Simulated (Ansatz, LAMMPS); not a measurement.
# Amorphous 57SiO2-30PbO-13Na2O (mol %) (62 atoms): a single point

Wanted: forces, charges and levels of amorphous 57SiO2-30PbO-13Na2O (mol %) (62 atoms).

Program: Ansatz 0.2.0. Level of theory: Kohn-Sham DFT, PBEsol, PAW (set soft_2), plane waves. Results are calculated unless marked as measured.

### Step 1. The structure

The cell holds 62 atoms: 13 Si, 7 Pb, 6 Na and 36 O. Cell: a = 9.566 Å, b = 9.566 Å, c = 9.566 Å, α = 90.0°, β = 90.0°, γ = 90.0°. 62 atoms (13 Si, 7 Sr, 6 Na, 36 O) placed at random at 3.29 g/cm³, melted at 5000 K for 10 ps at fixed volume with the Morse and Coulomb pair potential with partial charges (Pedone, Malavasi, Menziani, Cormack and Segre, J. Phys. Chem. B 110, 11780 (2006)). Quenched from 5000 K to 300 K at 10 K/ps and fixed volume, held 5 ps, then minimised at fixed cell. Then Sr was replaced by Pb and the cell scaled by 1.008 (the potential has no terms for the new elements, so the cell is a start for a DFT relaxation).

Before any run, some limits are plain. The quench rate of 10 K/ps is orders of magnitude faster than experiment, which tends to freeze in extra defects. The starting topology of bonds comes from the classical model, and needn't be the one that DFT or experiment would give. No spin–orbit coupling is included, so levels derived from the heavy atoms are approximate.

### Step 2. Making the structure

A classical potential supplies the starting structure, since it reaches far longer times than DFT.

This step: classical MD, Morse and Coulomb pair potential with partial charges (Pedone, Malavasi, Menziani, Cormack and Segre, J. Phys. Chem. B 110, 11780 (2006)) (LAMMPS 22 Jul 2025 - Update 4).

Input file in.lmp:

```
# melt-quench of Si13Sr7Na6O36
units metal
atom_style charge
boundary p p p
region box block 0 9.4901 0 9.4901 0 9.4901
create_box 4 box
mass 1 28.0850   # Si
mass 2 87.6200   # Sr
mass 3 22.9898   # Na
mass 4 15.9990   # O
create_atoms 1 random 13 101555 NULL overlap 1.5 maxtry 2000
create_atoms 2 random 7 101562 NULL overlap 1.5 maxtry 2000
create_atoms 3 random 6 101569 NULL overlap 1.5 maxtry 2000
create_atoms 4 random 36 101576 NULL overlap 1.5 maxtry 2000
pair_style hybrid/overlay pedone 5.5 coul/long 8.0
pair_coeff * * coul/long
pair_coeff 1 4 pedone 0.340554 2.006700 2.100000 1   # Si-O
pair_coeff 2 4 pedone 0.019623 1.886000 3.328330 3   # Sr-O
pair_coeff 3 4 pedone 0.023363 1.763867 3.006315 5   # Na-O
pair_coeff 4 4 pedone 0.042395 1.379316 3.618701 22   # O-O
set type 1 charge 2.4
set type 2 charge 1.2
set type 3 charge 0.6
set type 4 charge -1.2
kspace_style pppm 1.0e-4
neigh_modify delay 0 every 1 check yes
thermo_style custom step time temp pe press density
thermo_modify norm yes
timestep 0.002
thermo 100
min_style cg
minimize 1e-4 1e-4 200 2000
reset_timestep 0
velocity all create 5000 101556 mom yes dist gaussian
# [... 14 lines left out ...]
thermo 1250
fix md all nvt temp 300 300 0.2
run 2500 post no
unfix md
thermo 100
min_style cg
minimize 0 1e-3 2000 20000
write_dump all custom glass.dump id type xs ys zs modify sort id
```

On the command line:

```bash
$ lmp -in in.lmp -log none -nocite
```

Numbers of over 12 decimals in the logs are rounded to 6 here.

Log:

```text
LAMMPS (22 Jul 2025 - Update 4)
Created orthogonal box = (0 0 0) to (9.4901 9.4901 9.4901)
Created 13 atoms
Created 7 atoms
Created 6 atoms
Created 36 atoms
PPPM initialization ...
  G vector (1/distance) = 0.37839377
  grid = 10 10 10
  estimated relative force accuracy = 6.3250457e-05
   Step          Time           Temp          PotEng         Press         Density
         0   0              0             -2.6703412      719308.59      3.2879584
        69   0.138          0             -13.092427      14306.947      3.2879584
Loop time of 0.0178101 s on 1 MPI rank(s) for 69 steps with 62 atoms
Minimization stats:
  Stopping criterion = energy tolerance
  Energy initial, next-to-last, final =
     -2.67034121720936  -13.0914755692402  -13.0924267142726
  Force two-norm initial, final = 229.04258 1.6381596
  Iterations, force evaluations = 69 93
   Step          Time           Temp          PotEng         Press         Density
[... 12 lines left out ...]
[... 1 line left out ...]
Loop time of 0.810319 s on 1 MPI rank(s) for 5000 steps with 62 atoms
   Step          Time           Temp          PotEng         Press         Density
[... 12 lines left out ...]
Loop time of 34.5377 s on 1 MPI rank(s) for 235000 steps with 62 atoms
   Step          Time           Temp          PotEng         Press         Density
[... 2 lines left out ...]
    242500   485            342.62694     -13.206392      9848.6693      3.2879584
    243500   487            318.25342     -13.203402      13476.662      3.2879584
Loop time of 0.313277 s on 1 MPI rank(s) for 2500 steps with 62 atoms
   Step          Time           Temp          PotEng         Press         Density
    243500   487            318.25342     -13.203402      13476.662      3.2879584
    243519   487.038        318.25342     -13.245847      10766.958      3.2879584
Loop time of 0.0111802 s on 1 MPI rank(s) for 19 steps with 62 atoms
Minimization stats:
  Stopping criterion = linesearch alpha is zero
  Energy initial, next-to-last, final =
     -13.2034016453159  -13.2458472760036  -13.2458472760036
  Force two-norm initial, final = 10.066732 0.37850879
  Iterations, force evaluations = 19 69
```

Run time: 36 s. Hardware: 1 thread of AMD EPYC 9R45, shared host; peak memory 0.078 GiB.

### Step 3. Plane-wave single point

One self-consistent run at the given positions yields energy and forces.

Input file input.yaml:

```yaml
crystal:
  lattice:
    - [9.56602, 0.0, 0.0]
    - [0.0, 9.56602, 0.0]
    - [0.0, 0.0, 9.56602]
  atoms:
    - { symbol: Si, position: [0.10219, 0.08983, 0.26254] }
    - { symbol: Si, position: [0.39778, 0.19577, 0.58084] }
    - { symbol: Si, position: [0.14406, 0.01472, 0.7144] }
    - { symbol: Si, position: [0.31298, 0.91177, 0.96658] }
    - { symbol: Si, position: [0.56512, 0.39463, 0.76576] }
    - { symbol: Si, position: [0.61835, 0.439, 0.08555] }
    - { symbol: Si, position: [0.87177, 0.19325, 0.80271] }
    - { symbol: Si, position: [0.9942, 0.49611, 0.76663] }
    - { symbol: Si, position: [0.80133, 0.77014, 0.80299] }
    - { symbol: Si, position: [0.84039, 0.61528, 0.21729] }
    - { symbol: Si, position: [0.85462, 0.98147, 0.06281] }
    - { symbol: Si, position: [0.4792, 0.69479, 0.77324] }
    - { symbol: Si, position: [0.27045, 0.81274, 0.27395] }
    - { symbol: Pb, position: [0.50356, 0.11678, 0.23573] }
    - { symbol: Pb, position: [0.2858, 0.34486, 0.97463] }
    - { symbol: Pb, position: [0.15226, 0.41232, 0.36902] }
    - { symbol: Pb, position: [0.62753, 0.86715, 0.45464] }
    - { symbol: Pb, position: [0.98253, 0.73389, 0.4754] }
    - { symbol: Pb, position: [0.8042, 0.34888, 0.454] }
    - { symbol: Pb, position: [0.48671, 0.55565, 0.40306] }
    - { symbol: Na, position: [0.58117, 0.79032, 0.09208] }
    - { symbol: Na, position: [0.8738, 0.04462, 0.53196] }
    - { symbol: Na, position: [0.89688, 0.28816, 0.11526] }
    - { symbol: Na, position: [0.22912, 0.6524, 0.63648] }
    - { symbol: Na, position: [0.07171, 0.69754, 0.0074] }
    - { symbol: Na, position: [0.58726, 0.05705, 0.81983] }
    - { symbol: O, position: [0.00548, 0.16786, 0.3758] }
    - { symbol: O, position: [0.21846, 0.67447, 0.34896] }
    - { symbol: O, position: [0.18441, 0.95387, 0.3258] }
    - { symbol: O, position: [0.24896, 0.83001, 0.10076] }
    - { symbol: O, position: [0.13646, 0.52149, 0.84735] }
    - { symbol: O, position: [0.43559, 0.8258, 0.28707] }
    - { symbol: O, position: [0.75289, 0.18862, 0.69176] }
    - { symbol: O, position: [0.89319, 0.62957, 0.7984] }
    - { symbol: O, position: [0.649, 0.45412, 0.63987] }
    - { symbol: O, position: [0.72951, 0.97157, 0.1695] }
    - { symbol: O, position: [0.45616, 0.52952, 0.79972] }
    - { symbol: O, position: [0.99577, 0.03891, 0.13775] }
    - { symbol: O, position: [0.36484, 0.32916, 0.48652] }
    - { symbol: O, position: [0.21337, 0.19773, 0.19682] }
    - { symbol: O, position: [0.43505, 0.01622, 0.0043] }
    - { symbol: O, position: [0.11767, 0.86784, 0.64885] }
    - { symbol: O, position: [0.01608, 0.48708, 0.5995] }
    - { symbol: O, position: [0.74895, 0.63163, 0.35955] }
    - { symbol: O, position: [0.46375, 0.48369, 0.12539] }
    - { symbol: O, position: [0.8553, 0.86326, 0.93646] }
    - { symbol: O, position: [0.19919, 0.99433, 0.87584] }
    - { symbol: O, position: [0.46199, 0.72641, 0.61298] }
    - { symbol: O, position: [0.94334, 0.48425, 0.23207] }
    - { symbol: O, position: [0.00391, 0.10882, 0.73395] }
    - { symbol: O, position: [0.92899, 0.35089, 0.82884] }
    - { symbol: O, position: [0.46208, 0.26259, 0.7306] }
    - { symbol: O, position: [0.72479, 0.57455, 0.09657] }
    - { symbol: O, position: [0.62594, 0.37485, 0.92627] }
    - { symbol: O, position: [0.37678, 0.79106, 0.86506] }
    - { symbol: O, position: [0.80392, 0.8485, 0.65544] }
    - { symbol: O, position: [0.66727, 0.32989, 0.20343] }
    - { symbol: O, position: [0.63528, 0.73767, 0.83043] }
    - { symbol: O, position: [0.26058, 0.10876, 0.63294] }
    - { symbol: O, position: [0.92908, 0.75145, 0.19911] }
    - { symbol: O, position: [0.50411, 0.09697, 0.50243] }
    - { symbol: O, position: [0.82685, 0.12145, 0.94934] }
kpoints:
  mp_grid: { grid: [2, 2, 2] }
hamiltonian:
  xc: pbesol
scf:
  occupations: { method: gaussian, width: 0.025 }
output:
  forces: true
  stress: true
  populations: true
  dos:
    method: { smearing: { sigma: 0.08 } }
    de: 0.1
    projected: { site_lists: { Na: [Na], O: [O], Pb: [Pb], Si: [Si] } }
  eigenvalues: true
  write_density: true
  write_potential: true
  volumetric_format: npy
```

On the command line:

```bash
$ ansatz run input.yaml --threads 8 --pin off --max-ram 15872MiB --backend cpu --events-out ev --progress --plain --runs-dir out
```

Log:

```text
Engine: ansatz 0.2.0, x86_64-unknown-linux-gnu
Pseudopotentials: kind: paw
Pseudopotential: Si, paw, valence charge 4, recommended cutoff 420 eV (normal), Si.paw.azcp
Pseudopotential: Pb, paw, valence charge 14, recommended cutoff 420 eV (normal), Pb.paw.azcp
Pseudopotential: Na, paw, valence charge 9, recommended cutoff 420 eV (normal), Na.paw.azcp
Pseudopotential: O, paw, valence charge 6, recommended cutoff 420 eV (normal), O.paw.azcp
[... 3 lines on functional and potentials left out ...]
Crystal: 62 atoms, lattice volume = 875.374 Å³
Basis set: ecut = 420 eV, 17071 PW (Γ), exchange–correlation on 128×128×128 points (8 copies of the dense FFT grid, shifted against one another)
Bands: 272, of which v1, the nominal top of the filled ones, is band 210 counted from 1 (209 counted from 0)
Symmetry: 1 space group operations
Space group: P1 (ITA 1), of the structure as read, at distance tolerance 9.6e-5 Å
k-points: 8
[...]
atom  13  Si    -0.49330904     1.80464412    -1.06145182
  atom  14  Pb     0.06788089     0.14050751    -0.64813436
[...]
atom  61  O      1.47168325    -1.46774028    -0.70464817
  atom  62  O     -0.19632459    -0.19885016     1.17689327
  max |Σ_I F_I| component: 1.28e-4 eV/Å
--- Stress (GPa, compression-positive) ---
        3.317758      -0.256466       1.068872
       -0.256467       0.283437       0.172184
        1.068871       0.172184      -1.286102
  P = ⅓ Tr σ = 0.7717 GPa (7.717 kbar)
--- Band table (eV; the first three rows and the last of 8) ---
  k-point 0: bands = ["-44.7760", "-44.6256", "-44.4600", "-44.2977", [... 256 levels ...], "14.5303", "14.5950", "14.7227", "14.7888", "14.8626", "14.9334", "14.9679", "15.0532", "15.1416", "15.1833", "15.2835", "15.3238"]
[...]
--- Löwdin populations: 62 sites ---
  site symbol       q [e]
     0     Si      2.3739
     1     Si      2.3517
     2     Si      2.3215
[...]
61      O      6.8257
  spilling = 0.008888 (of n_electrons = 420.000000)
[key lines of the parts left out:]
SCF converged after 10 iterations
Free energy (F): -119454.835697 eV
Fermi energy:    6.434824 eV
```

It took 12 s on 8 threads of AMD EPYC 9R45, shared host; peak memory 7.8 GiB; 93 s of CPU time.

The run gave:

```yaml
free_energy: -119454.8357 eV
free_energy_per_atom: -1926.6909 eV/atom
scf_cycles: 10
pressure: 0.7717 GPa
r_m_s_force_component: 0.7839 eV/Å
longest_force: 2.667 eV/Å
fermi_energy: 6.435 eV
spacing_of_highest_filled_and_lowest_empty_level: 2.403 eV
spilling_of_the_projection: 0.008888
```

Length of the force by element:

```tsv
element	coordination	atoms	mean length of the force (eV/Å)	spread	least	most
Na	all	6	0.317	0.190	0.151	0.702
O	all	36	1.45	0.623	0.288	2.67
Pb	all	7	0.793	0.312	0.283	1.25
Si	all	13	1.08	0.518	0.515	2.16
```

Löwdin charges by element (they lack the spilled electrons, 0.060 e an atom on average):

```tsv
element	coordination	atoms	mean charge (e)	spread	least	most
Na	all	6	0.788	0.0163	0.758	0.806
O	all	36	-0.818	0.0314	-0.888	-0.772
Pb	all	7	1.01	0.0383	0.980	1.10
Si	all	13	1.64	0.0282	1.57	1.68
```

States in the cell by windows of 1 eV, zero at the Fermi level; the larger projections on atomic orbitals stand beside the total:

```tsv
from (eV)	to (eV)	total	O p	Pb p	Si p	Pb s
-10	-9	9.3	5.1	0.1	0.6	1.9
-9	-8	16.5	7.6	0.3	1.3	5.9
-8	-7	14.2	9.6	0.1	2.3	1.6
-7	-6	9.9	7.1	0.5	1.1	0.2
-6	-5	32.0	24.5	1.4	3.0	0.4
-5	-4	36.0	30.3	1.7	1.6	0.4
-4	-3	43.7	38.9	1.4	1.0	0.7
-3	-2	44.4	40.8	0.9	0.7	0.8
-2	-1	18.1	16.2	0.2	0.2	1.0
-1	1	0.0	0.0	0.0	0.0	0.0
1	2	9.1	1.5	6.3	0.1	0.1
2	3	9.2	1.2	6.5	0.2	0.1
3	4	13.6	1.7	9.6	0.3	0.1
4	5	9.0	0.9	5.6	0.4	0.1
```

The curve was stored every 0.10 eV, coarse against its broadening of 0.08 eV, so these counts are rough.

Between -26 and -10 eV lie 184 more states.

The levels nearest the highest filled one (over half full), pooled over k-points and spins:

```tsv
level less the highest filled one (eV)	occupation
-0.0468	2
-0.0442	2
-0.0264	2
-0.0251	2
-0.0062	2
0	2
2.40	0
2.44	0
2.45	0
2.47	0
2.48	0
2.50	0
```

Valence density in the ac plane at fractional y = 0.109, with atoms of Si and Pb and O within 0.2 Å of it. It is the smooth field of the valence electrons, not physical close to the nuclei.

Ten steps, logarithmic in the rise over the least value, from '0' (0.0 e/Å³) to '9' (7.9 e/Å³), each cell a mean:
```
000000000123321000025898631
000011110112211000025898631
100122210000011332113576421
321122210000014775112344333
653222110000014785212233346
985322221000012442233333468
986334454211110111245433368
764336787421110001245432246
332246998532221100133321123
111135887533444310112223211
000013454334677531000136531
100001122235799741000136531
321000000124788631000013222
543100000012455420000001234
764211000001233210000000246
664321100012344321000000235
553233210124677631000000124
332234321136899752100000012
433345432136899852111000123
543344432124688642111101235
653223321112454321111111245
532111110112222100001122234
221000000123321000012333322
100000000134431000013576421
```
Columns run along a (9.6 Å), rows up along c (9.6 Å). Atoms in or near the plane, at fractional coordinates: Si at (0.10, 0.26), Pb at (0.50, 0.24), O at (0.00, 0.73), O at (0.26, 0.63), O at (0.50, 0.50), O at (0.83, 0.95).

Electrostatic potential energy in the ac plane at fractional y = 0.109, with atoms of Si and Pb and O within 0.2 Å of it. With pseudopotentials it is smooth inside the atoms' cores, unlike the true potential.

Ten even steps from '_' (-37 eV) to '@' (12 eV), each cell a mean:
```
@@@@@@@@@@@@@@@@@@@@@@@@@@@@@@@@@@@@@@@@%%::__..**@@@@
@@@@@@@@@@@@@@@@@@@@@@@@@@@@@@@@@@@@@@@@%%::__..**@@@@
@@@@@@@@@@@@@@@@@@@@@@@@@@@@%%####%%@@@@@@##==++%%%%@@
@@@@@@@@@@@@@@@@@@@@@@@@@@%%##----**%%@@@@%%##****%%%%
++##@@%%%%@@@@@@@@@@@@@@@@%%##--::**%%@@@@%%**++++##**
__::######%%@@@@@@@@@@@@@@@@%%####%%@@@@@@%%##****++..
__..******##%%%%@@@@@@@@@@@@@@%%@@@@@@@@%%%%%%%%%%++__
--**%%####**::..==%%%%%%%%@@@@@@@@@@@@@@%%@@@@@@@@%%++
@@@@@@%%%%++____..**####%%@@@@@@@@@@@@@@@@@@@@@@@@@@@@
@@@@@@@@@@##::..--##**++##%%@@@@@@@@@@@@@@@@%%%%%%%%@@
@@@@@@@@@@@@%%%%%%##****++::--##@@@@@@@@@@%%##++++##@@
@@@@@@@@@@@@@@@@@@%%%%##::____==@@@@@@@@@@%%##++++##@@
@@@@@@@@@@@@@@@@@@@@@@%%==__..**@@@@@@@@@@%%%%##%%%%@@
%%@@@@@@@@@@@@@@@@@@@@@@@@####@@@@@@@@@@@@@@%%%%@@@@%%
==**%%%%%%@@@@@@@@@@@@@@@@%%%%@@@@@@@@@@@@@@@@@@@@@@**
++++++++**%%@@@@@@@@@@%%##++**##%%@@@@@@@@@@@@@@@@@@##
##::____::##@@@@@@@@%%++..____::**%%@@@@@@@@@@@@@@@@@@
**..______**%%@@@@@@##::__::::__==%%@@@@@@@@@@@@@@@@@@
##--____::##%%@@@@@@##::__--::__--%%@@@@@@@@@@@@@@@@@@
####++++##%%@@@@@@@@%%++..____..**%%@@@@@@@@@@@@@@@@%%
**%%%%%%@@@@@@@@@@@@@@%%**====**%%@@@@@@@@@@@@@@@@@@##
%%@@@@@@@@@@@@@@@@@@@@@@@@%%%%%%@@@@@@@@@@@@%%%%%%@@%%
@@@@@@@@@@@@@@@@@@@@@@@@@@@@@@@@@@@@@@@@@@@@%%%%%%@@@@
@@@@@@@@@@@@@@@@@@@@@@@@@@@@@@@@@@@@@@@@@@##==++%%@@@@
```
Columns run along a (9.6 Å; values clipped at the 3rd and 97th percentile), rows up along c (9.6 Å). Atoms in or near the plane, at fractional coordinates: Si at (0.10, 0.26), Pb at (0.50, 0.24), O at (0.00, 0.73), O at (0.26, 0.63), O at (0.50, 0.50), O at (0.83, 0.95).

Mean Löwdin charges: Na +0.79, O -0.82, Pb +1.01, Si +1.64 e (they miss 0.89 % of the electrons, so they add up to more than the cell's charge). The largest share in the top eV of filled states is O p (92 % of the projected weight), and in the lowest eV of empty states Pb p (72 % of the projected weight).

### Step 4. Local order

Bonds and neighbours are counted at the geometry of the runs.

Density 4.80 g/cm³, 14.12 Å³ an atom.

g(r), total and by pair (bins of 0.2 Å):

```tsv
r (Å)	total	O-O	O-Si	O-Pb	O-Na	Si-Si	Si-Pb
1.50	1.02	0.00	4.20	0.00	0.00	0.00	0.00
1.70	2.57	0.00	10.55	0.00	0.00	0.00	0.00
1.90	0.00	0.00	0.00	0.00	0.00	0.00	0.00
2.10	0.00	0.00	0.00	0.00	0.00	0.00	0.00
2.30	0.53	0.00	0.00	0.00	4.74	0.00	0.00
2.50	1.29	2.13	0.00	3.44	1.02	0.00	0.00
2.70	1.95	3.77	0.20	3.26	1.56	0.00	0.00
2.90	0.58	0.46	0.00	1.48	0.96	0.93	0.00
3.10	0.77	0.61	0.23	0.28	0.83	2.97	0.42
3.30	1.15	1.32	0.34	0.49	1.80	2.77	0.69
3.50	0.97	0.78	0.91	0.45	0.77	0.33	2.82
3.70	1.02	0.70	1.63	0.50	0.83	0.00	2.47
3.90	1.08	0.96	1.43	0.64	0.63	0.56	2.55
4.10	1.08	0.68	2.09	0.42	0.86	0.73	2.04
4.30	0.96	0.75	1.26	1.12	1.04	1.36	0.63
4.50	0.99	0.79	1.07	0.96	1.60	1.02	0.38
4.70	1.05	1.12	0.88	1.44	1.54	0.93	0.17
```

Local excerpt of 8 atoms (numbers count through the whole input) about O35, which bears the longest force; x, y, z are measured from there.

```tsv
atom	x	y	z	distance (Å)	Löwdin charge (e)	Fx	Fy	Fz (eV/Å)
O35	0.00	0.00	0.00	0.00	-0.80	1.41	0.39	-2.23
Si5	-0.80	-0.57	1.20	1.55	1.66	-0.32	0.74	0.48
O37	-1.84	0.72	1.53	2.50	-0.79	-1.23	-0.56	0.61
Pb19	1.48	-1.01	-1.78	2.53	1.01	-0.55	0.87	0.71
O52	-1.79	-1.83	0.87	2.70	-0.79	-0.25	-0.66	0.86
O33	0.99	-2.54	0.50	2.77	-0.89	-1.32	-0.15	-1.37
O54	-0.22	-0.76	2.74	2.85	-0.77	0.21	-0.70	-0.41
Pb20	-1.55	0.97	-2.27	2.91	1.00	0.32	-0.53	0.14
```

### Step 5. Summary of results

```yaml
free_energy_per_atom: -1926.6909 eV/atom
pressure: 0.7717 GPa
r_m_s_force_component: 0.7839 eV/Å
spacing_of_highest_filled_and_lowest_empty_level: 2.403 eV
wall_time_of_the_1_dft_run: 12 s
```

**Reading.** Between filled and empty levels lie 2.40 eV (on the run's k-points); a semilocal functional narrows such gaps, while the missing spin–orbit coupling widens them for these heavy elements, so the errors pull opposite ways. In a disordered cell it changes from sample to sample, and tail or defect levels can set it.

What to keep in mind: The geometry was minimised with a classical potential after classical dynamics and isn't relaxed at this level: its force components are 0.78 eV/Å r.m.s. The stress is far from hydrostatic: its diagonal is 3.3, 0.3, -1.3 GPa, compression counted positive.

[Logs are printed without paths, hosts, clocks, repeated set-up lines and the standing remarks that a program may print on its own settings, such as how far it seeks lower states.]

[Hosts, paths, dates, database ids (printed as entryN), source tags and the programs' standing remarks are cut or masked in the printed files.]
